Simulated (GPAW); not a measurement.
# 1T-PbSTe monolayer: work function by functional and basis, part 2 of 2

How far do functional and basis move the work function of 1T-PbSTe monolayer?

GPAW 26.7.0; GPAW, PAW setups; layer in a repeated cell with vacuum, relaxation of atoms and in-plane cell (the session's first sound run).

So far, upper work function (eV): step 3 (the slab's potential, PBE, GPAW) 5.97; step 5 (OptPBE vdW: xc = "optPBE-vdW", GPAW, PAW setups, GPAW) 6.21; step 6 (self-consistent run: xc = "vdW-DF2", GPAW, PAW setups, GPAW) 6.40; step 7 (self-consistent run: xc = "RPBE") 5.89; step 8 (self-consistent run: xc = "revPBE") 5.88.

### 9. Real-space grid: mode = "fd"

A real-space grid is a second complete basis, so it checks the plane-wave result.

File run.py:

```python
import json
import numpy as np
from ase import Atoms
from gpaw import GPAW

slab = Atoms(
    ['Te', 'Pb', 'S'],
    positions=[
        [1.90486, 1.09977, 8.00000],
        [-0.00000, -0.00000, 10.51605],
        [0.00000, 2.19954, 12.05048]],
    cell=[[3.80971, 0.0, 0.0], [-1.90486, 3.29931, 0.0], [0.0, 0.0, 20.0505]],
    pbc=[True, True, False])

slab.calc = GPAW(mode='fd', h=0.18, xc='PBE', kpts={'size': (9, 9, 1), 'gamma': True},
                 occupations={'name': 'fermi-dirac', 'width': 0.05}, nbands='200%',
                 convergence={'density': 1e-05}, maxiter=200,
                 poissonsolver={'dipolelayer': 'xy'},
                 symmetry={'tolerance': 1e-3}, txt='slab.txt')
result = {}
energy = slab.get_potential_energy()
fermi = slab.calc.get_fermi_level()
v = slab.calc.get_electrostatic_potential().mean((0, 1)) - fermi
n = slab.calc.get_pseudo_density().mean((0, 1))
L = slab.cell[2, 2]
z = np.arange(len(v)) * L / len(v)
low, high = slab.positions[:, 2].min(), slab.positions[:, 2].max()
below, above = np.interp([low - 5.8, high + 5.8], z, v)
slopes = [np.interp(x, z, np.gradient(v, z)) for x in (low - 5.8, high + 5.8)]
eps = np.array([[slab.calc.get_eigenvalues(k, s) for k in range(len(slab.calc.get_ibz_k_points()))]
                for s in range(slab.calc.get_number_of_spins())]) - fermi
top, bottom = eps[eps < 0].max(), eps[eps > 0].min()
dipole = slab.get_dipole_moment()[2]
print(f'energy {energy:.4f} eV, Fermi level {fermi:.4f} eV, dipole {dipole:.5f} e A')
print(f'potential 5.8 A off the faces, from the Fermi level: lower {below:.4f} eV, upper {above:.4f} eV')
print(f'slope of the potential there: lower {slopes[0]:.5f}, upper {slopes[1]:.5f} eV/A')
print(f'nearest levels on the mesh: {top:.4f} and {bottom:.4f} eV')
print('magnetic moment', round(slab.get_magnetic_moment(), 3))
result.update(energy=energy, fermi=fermi, dipole=dipole, below=below, above=above, slopes=slopes, edges=[top, bottom],
              z=z.tolist(), v=v.tolist(), n=n.tolist(), positions=slab.positions.tolist(),
              forces=slab.get_forces(apply_constraint=False).tolist(), moments=slab.get_magnetic_moments().tolist())
json.dump(result, open('result.json', 'w'))
```

Started as:

```console
$ OMP_NUM_THREADS=1 OPENBLAS_NUM_THREADS=1 python run.py
```

Run time: 3.4 min. Hardware: 1 thread of Arm Neoverse N1, shared host; peak memory 0.57 GiB.

This step gave:

| Quantity | Value |
| --- | --- |
| dipole along the normal | -0.04976 e·Å |
| levels nearest the Fermi level on the mesh | -0.1365, 0.01392 eV from the Fermi level |
| upper work function | 5.971 eV |
| lower work function | 5.256 eV |

Table of electrostatic potential energy of an electron (without an applied field's), less the Fermi level, planar mean by z:

```csv
z (Å),"electrostatic potential energy of an electron (without an applied field's), less the Fermi level, planar mean (eV)"
0.0,5.61
0.5,5.26
1.0,5.26
1.5,5.26
2.0,5.26
2.5,5.26
3.0,5.26
3.5,5.26
4.0,5.26
4.5,5.25
5.0,5.24
5.5,5.20
6.0,5.05
6.5,4.38
7.0,1.78
7.5,-6.82
8.0,-16.8
8.5,-7.20
9.0,0.592
9.5,0.444
10.0,-7.53
10.5,-17.5
11.0,-8.95
11.5,-4.30
12.0,-11.6
12.5,-2.17
13.0,4.13
13.5,5.59
14.0,5.89
14.5,5.95
15.0,5.97
15.5,5.97
16.0,5.97
16.5,5.97
17.0,5.97
17.5,5.97
18.0,5.97
18.5,5.97
19.0,5.97
19.5,5.97
```

The upper face's work function is 5.971 eV, against 5.975 eV in the first plane-wave PBE run at this geometry.

### 10. Atomic orbitals: mode = "lcao"

Atom-centred orbitals end a few angstrom from the surface, which tests how much the density's tail matters.

run.py, as its differences from that of step 9:

```diff
@@ -14,4 +14,4 @@
 
-slab.calc = GPAW(mode='fd', h=0.18, xc='PBE', kpts={'size': (9, 9, 1), 'gamma': True},
-                 occupations={'name': 'fermi-dirac', 'width': 0.05}, nbands='200%',
+slab.calc = GPAW(mode='lcao', basis='dzp', h=0.18, xc='PBE', kpts={'size': (9, 9, 1), 'gamma': True},
+                 occupations={'name': 'fermi-dirac', 'width': 0.05}, nbands='120%',
                  convergence={'density': 1e-05}, maxiter=200,
```

Wall time 58 s (1 thread); peak memory 0.3 GiB.

This step gave:

| Property | Result |
| --- | --- |
| dipole along the normal | -0.05074 e·Å |
| levels nearest the Fermi level on the mesh | -0.1335, 0.01537 eV from the Fermi level |
| upper work function | 5.873 eV |
| lower work function | 5.143 eV |

The upper face's work function is 5.873 eV, against 5.975 eV in the first plane-wave PBE run at this geometry.

### 11. All levels side by side

Times are for 1 thread of Arm Neoverse N1, shared host. The series side by side:

| no. | run | upper work function (eV) | lower work function (eV) | time | memory (GiB) |
| --- | --- | --- | --- | --- | --- |
| 1 | pw | 5.975 | 5.255 | 51 s | 0.21 |
| 2 | LDA | 6.200 | 5.523 | 49 s | 0.2 |
| 3 | optPBE vdW | 6.206 | 5.452 | 66 s | 0.37 |
| 4 | vdW DF2 | 6.402 | 5.603 | 67 s | 0.37 |
| 5 | RPBE | 5.889 | 5.154 | 51 s | 0.21 |
| 6 | revPBE | 5.884 | 5.159 | 51 s | 0.21 |
| 7 | fd | 5.971 | 5.256 | 3.4 min | 0.57 |
| 8 | lcao | 5.873 | 5.143 | 58 s | 0.3 |

### 12. Side by side

Results and costs are gathered.

This step: comparison of work functions, dipole and cost (GPAW 26.7.0).

Ladder, by row:

```csv
step,code,"work function, upper (eV)","work function, lower (eV)",dipole (e Å),wall time (s),peak memory (GiB),threads
pw,GPAW,5.975,5.255,-0.05027,51.23,0.21,1
LDA,GPAW,6.2,5.523,-0.04735,49.43,0.2,1
optPBE-vdW,GPAW,6.206,5.452,-0.05266,66.02,0.37,1
vdW-DF2,GPAW,6.402,5.603,-0.05582,66.65,0.37,1
RPBE,GPAW,5.889,5.154,-0.05131,50.92,0.21,1
revPBE,GPAW,5.884,5.159,-0.05064,51.48,0.21,1
fd,GPAW,5.971,5.256,-0.04976,205.6,0.57,1
lcao,GPAW,5.873,5.143,-0.05074,57.54,0.3,1
```

### 13. Outcome

```json
{
  "work function, upper and lower face": "5.975 and 5.255 eV",
  "dipole along the normal": "-0.0503 e Å"
}
```

**Reading.** With plane waves and PBE the work function is 5.97 eV on the upper face and 5.26 eV on the lower. The two faces differ by 0.72 eV, the step that the slab's dipole makes (e p/(ε0 A) gives 0.72 eV), so the dipole layer is needed. Over the sound runs of the table the upper face's work function spans 5.873 (lcao) to 6.402 eV (vdW-DF2). Atomic orbitals miss the plane-wave value by -0.10 eV, since they describe the tail of the density in the vacuum poorly. The starting lattice was a guess from atomic radii; the relaxation moved it by 4 %. The relaxation of atoms and cell ran in a fully periodic cell without the dipole layer, so the atoms of this polar layer felt a small spurious field. The layer's cell and atoms come from the relaxation; spin-orbit coupling and temperature are left out.

[Logs are printed without paths, hosts, clocks, repeated set-up lines and the standing remarks that a program may print on its own settings, such as how far it seeks lower states.]

[Hosts, paths, dates, database ids (printed as entryN), source tags and the programs' standing remarks are cut or masked in the printed files.]
